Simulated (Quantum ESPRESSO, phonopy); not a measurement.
# SiC (P6_3mc): a volume series of phonon spectra, part 10 of 10

Aim: how the vibrations of SiC shift with volume, and the expansion that follows.

Quantum ESPRESSO 7.5; DFT LDA, scalar-relativistic, plane waves, GBRV ultrasoft pseudopotentials.

So far. Step 38 (Phonons, V/V0 1.06): No mode is imaginary beyond numerical noise along the path. The highest zone-centre mode (no LO–TO term) moved by -6.4 % for a volume change of +6.0 %. Step 38 (Phonons, V/V0 1.06): The time given is that of the 4 pw.x runs on displaced cells behind this step.

**39. How the modes move with volume (continued)**

Volume series, by row:

| V/V0 | V (Å³/atom) | pressure (GPa) | E - E0 (meV/atom) | gap (eV) | zero-point energy (meV/atom) | lowest on the path (cm⁻¹) | highest at Gamma without the LO-TO term (cm⁻¹) |
| --- | --- | --- | --- | --- | --- | --- | --- |
| 0.97 | 9.836 | 7.413 | 7.113 | 2.075 | 114.1 | -1.4 | 871.9 |
| 0.985 | 9.988 | 3.564 | 1.786 | 2.103 | 112.4 | -1.4 | 856.4 |
| 1 | 10.14 | -0.014 | 0 | 2.129 | 110.6 | -1.4 | 841.6 |
| 1.015 | 10.29 | -3.34 | 1.482 | 2.155 | 109 | -1.4 | 827.3 |
| 1.03 | 10.44 | -6.432 | 6.021 | 2.18 | 107.3 | -1.4 | 813.5 |
| 1.045 | 10.6 | -9.307 | 13.38 | 2.205 | 105.7 | -1.4 | 800.2 |
| 1.06 | 10.75 | -11.98 | 23.38 | 2.229 | 104.1 | -1.4 | 787.4 |

Table of optical frequency at Gamma without the LO-TO term by V/V0:

| V/V0 | mode 4 (cm⁻¹) | mode 6 (cm⁻¹) | mode 7 (cm⁻¹) | mode 9 (cm⁻¹) | mode 10 (cm⁻¹) | mode 12 (cm⁻¹) |
| --- | --- | --- | --- | --- | --- | --- |
| 0.9700 | 256 | 616 | 800 | 800 | 830 | 872 |
| 0.9850 | 257 | 608 | 784 | 786 | 816 | 856 |
| 1.0000 | 258 | 600 | 769 | 772 | 802 | 842 |
| 1.0150 | 258 | 591 | 754 | 759 | 788 | 827 |
| 1.0300 | 259 | 583 | 739 | 746 | 775 | 813 |
| 1.0450 | 259 | 574 | 725 | 734 | 763 | 800 |
| 1.0600 | 259 | 566 | 711 | 722 | 751 | 787 |

Grüneisen at points, by row, the first 40 of 43 rows:

| point | branch | frequency (cm⁻¹) | mode Grüneisen parameter |
| --- | --- | --- | --- |
| Γ | 4 | 257.7 | -0.15 |
| Γ | 6 | 599.6 | 0.93 |
| Γ | 7 | 768.8 | 1.33 |
| Γ | 9 | 772.2 | 1.15 |
| Γ | 10 | 801.9 | 1.14 |
| Γ | 11 | 841.6 | 1.15 |
| Γ | 12 | 973.1 | 1.08 |
| M | 1 | 258.4 | -0.15 |
| M | 2 | 342.4 | 0.38 |
| M | 3 | 362.2 | 0.05 |
| M | 4 | 438.8 | 0.48 |
| M | 5 | 552.7 | 1.09 |
| M | 6 | 553.6 | 0.66 |
| M | 7 | 756.2 | 1.39 |
| M | 8 | 767.3 | 1.47 |
| M | 9 | 779.4 | 1.31 |
| M | 10 | 790 | 1.26 |
| M | 11 | 850 | 1.21 |
| M | 12 | 861.2 | 1.19 |
| K | 1 | 388.3 | 0.33 |
| K | 3 | 414 | 0.15 |
| K | 4 | 482.5 | 0.44 |
| K | 5 | 506.3 | 0.98 |
| K | 7 | 747.2 | 1.29 |
| K | 9 | 816.5 | 1.4 |
| K | 10 | 820.3 | 1.35 |
| K | 11 | 822.3 | 1.27 |
| A | 1 | 194.2 | 0.01 |
| A | 5 | 401.7 | 1.05 |
| A | 7 | 783.9 | 1.23 |
| A | 11 | 917.3 | 1.09 |
| L | 1 | 322.5 | 0.09 |
| L | 3 | 323.4 | 0.07 |
| L | 5 | 608.2 | 0.98 |
| L | 7 | 771.7 | 1.39 |
| L | 9 | 790.3 | 1.27 |
| L | 11 | 836.8 | 1.19 |
| H | 1 | 290.9 | -0.07 |
| H | 3 | 472.2 | 0.36 |
| H | 5 | 579.9 | 0.9 |

The printed pressures lie 0.11 GPa below −dE/dV of the same runs on average, in a series that spans 19 GPa: energy and stress disagree, as they do when the basis is incomplete, so the pressures are not converged.

**40. Free-energy fit**

This step gave:

```
volume expansion coefficient at 300 K : 6.74 1e-6/K
isothermal bulk modulus at 300 K      : 224.1 GPa
C_P at 300 K                          : 13.61 J/mol-atom/K
Grüneisen parameter at 300 K          : 0.684
```

Energy (each curve on its own zero) against volume; values in meV/atom:

| volume (Å³/atom) | static | F at 0 K | F at 300 K | F at 1300 K |
| --- | --- | --- | --- | --- |
| 9.836 | 7.11 | 12.2 | 12.7 | 20.8 |
| 9.988 | 1.79 | 5.13 | 5.43 | 10.9 |
| 10.140 | 0 | 1.62 | 1.78 | 4.58 |
| 10.292 | 1.48 | 1.41 | 1.43 | 1.5 |
| 10.444 | 6.02 | 4.29 | 4.16 | 1.46 |
| 10.596 | 13.4 | 10.0 | 9.73 | 4.23 |
| 10.748 | 23.4 | 18.4 | 18.0 | 9.64 |

Phonopy-qha, vinet fit of F(V) at each temperature; no electronic free energy. Qha vinet, by row:

| T (K) | fitted volume (Å³/atom) | alpha_V (1e-6/K) | B_T (GPa) | C_P (J/mol-atom/K) | Grueneisen |
| --- | --- | --- | --- | --- | --- |
| 100 | 10.23 | 0.51 | 225.3 | 2.334 | 0.2999 |
| 150 | 10.23 | 1.56 | 225.2 | 5.291 | 0.4087 |
| 200 | 10.23 | 3.18 | 224.9 | 8.344 | 0.5272 |
| 250 | 10.23 | 5.01 | 224.6 | 11.18 | 0.6197 |
| 300 | 10.23 | 6.74 | 224.1 | 13.61 | 0.6844 |
| 350 | 10.24 | 8.24 | 223.6 | 15.6 | 0.729 |
| 400 | 10.24 | 9.48 | 223 | 17.2 | 0.7603 |
| 450 | 10.25 | 10.51 | 222.3 | 18.48 | 0.7829 |
| 500 | 10.25 | 11.34 | 221.7 | 19.5 | 0.7996 |
| 550 | 10.26 | 12.03 | 221 | 20.33 | 0.8124 |
| 600 | 10.26 | 12.6 | 220.4 | 21 | 0.8225 |
| 650 | 10.27 | 13.08 | 219.7 | 21.55 | 0.8305 |
| 700 | 10.28 | 13.49 | 219 | 22.02 | 0.8371 |
| 750 | 10.28 | 13.84 | 218.2 | 22.4 | 0.8426 |
| 800 | 10.29 | 14.15 | 217.5 | 22.73 | 0.8472 |
| 850 | 10.3 | 14.42 | 216.8 | 23.01 | 0.8512 |
| 900 | 10.31 | 14.66 | 216.1 | 23.26 | 0.8547 |
| 950 | 10.31 | 14.87 | 215.4 | 23.47 | 0.8578 |
| 1000 | 10.32 | 15.06 | 214.6 | 23.66 | 0.8606 |
| 1050 | 10.33 | 15.24 | 213.9 | 23.82 | 0.8631 |
| 1100 | 10.34 | 15.4 | 213.1 | 23.97 | 0.8654 |
| 1150 | 10.35 | 15.56 | 212.4 | 24.1 | 0.8675 |
| 1200 | 10.35 | 15.7 | 211.7 | 24.22 | 0.8695 |
| 1250 | 10.36 | 15.83 | 210.9 | 24.33 | 0.8714 |

Table of volume expansion coefficient, phonopy-qha, Vinet by temperature:

| temperature (K) | volume expansion coefficient, phonopy-qha, Vinet (1e-6/K) |
| --- | --- |
| 75 | 0.22 |
| 125 | 0.95 |
| 200 | 3.18 |
| 250 | 5.01 |
| 300 | 6.74 |
| 350 | 8.24 |
| 425 | 10.0 |
| 475 | 10.9 |
| 525 | 11.7 |
| 600 | 12.6 |
| 650 | 13.1 |
| 700 | 13.5 |
| 750 | 13.8 |
| 825 | 14.3 |
| 875 | 14.5 |
| 925 | 14.8 |
| 1000 | 15.1 |
| 1050 | 15.2 |
| 1100 | 15.4 |
| 1150 | 15.6 |
| 1225 | 15.8 |
| 1275 | 15.9 |

The fit gives a volume expansion of 6.74 × 10⁻⁶/K at 300 K.

**41. What came out**

| Item | Value |
| --- | --- |
| volume expansion coefficient at 300 K | 6.74 1e-6/K |
| isothermal bulk modulus at 300 K | 224.1 GPa |
| C_P at 300 K | 13.61 J/mol-atom/K |
| Grüneisen parameter at 300 K | 0.684 |
| mean mode Grüneisen parameter at 300 K | 0.669 |

Near room temperature SiC expands by 6.74 × 10⁻⁶/K in volume by LDA, with C_P = 13.6 J/(mol K) per mole of atoms and B_T = 224 GPa. The q-mesh is coarse, and the expansion can converge slowly with it. C_P at room temperature is 55 % of the classical 3R an atom, so the stiffest modes are still partly frozen out. The heat-capacity-weighted Grüneisen parameter goes from 0.225 at 50 K to 0.83 at 800 K; 2 % of the modes stiffen on expansion. Weighting γ by the density of states and each mode's heat capacity at 300 K, modes below 330 cm⁻¹ give about 9 % of the sum of γC that drives the expansion, those up to 650 cm⁻¹ 34 % and the rest 58 %. Among the labelled points γ is largest for branch 8 at M (767 cm⁻¹, 1.5) and most negative for branch 4 at Γ (258 cm⁻¹, -0.15). The supercell is small: only its own wavevectors are exact, and branches between them are interpolated and can be misplaced. The printed pressures lie 0.11 GPa below −dE/dV of the same runs on average, in a series that spans 19 GPa: energy and stress disagree, as they do when the basis is incomplete, so the pressures are not converged.

[Logs are printed without paths, hosts, clocks, repeated set-up lines and the standing remarks that a program may print on its own settings, such as how far it seeks lower states.]

[Hosts, paths, dates, database ids (printed as entryN), source tags and the programs' standing remarks are cut or masked in the printed files.]

[A step with changed settings may run another functional than the one named; its input shows which.]

[Of the runs on displaced cells, only some may be shown.]
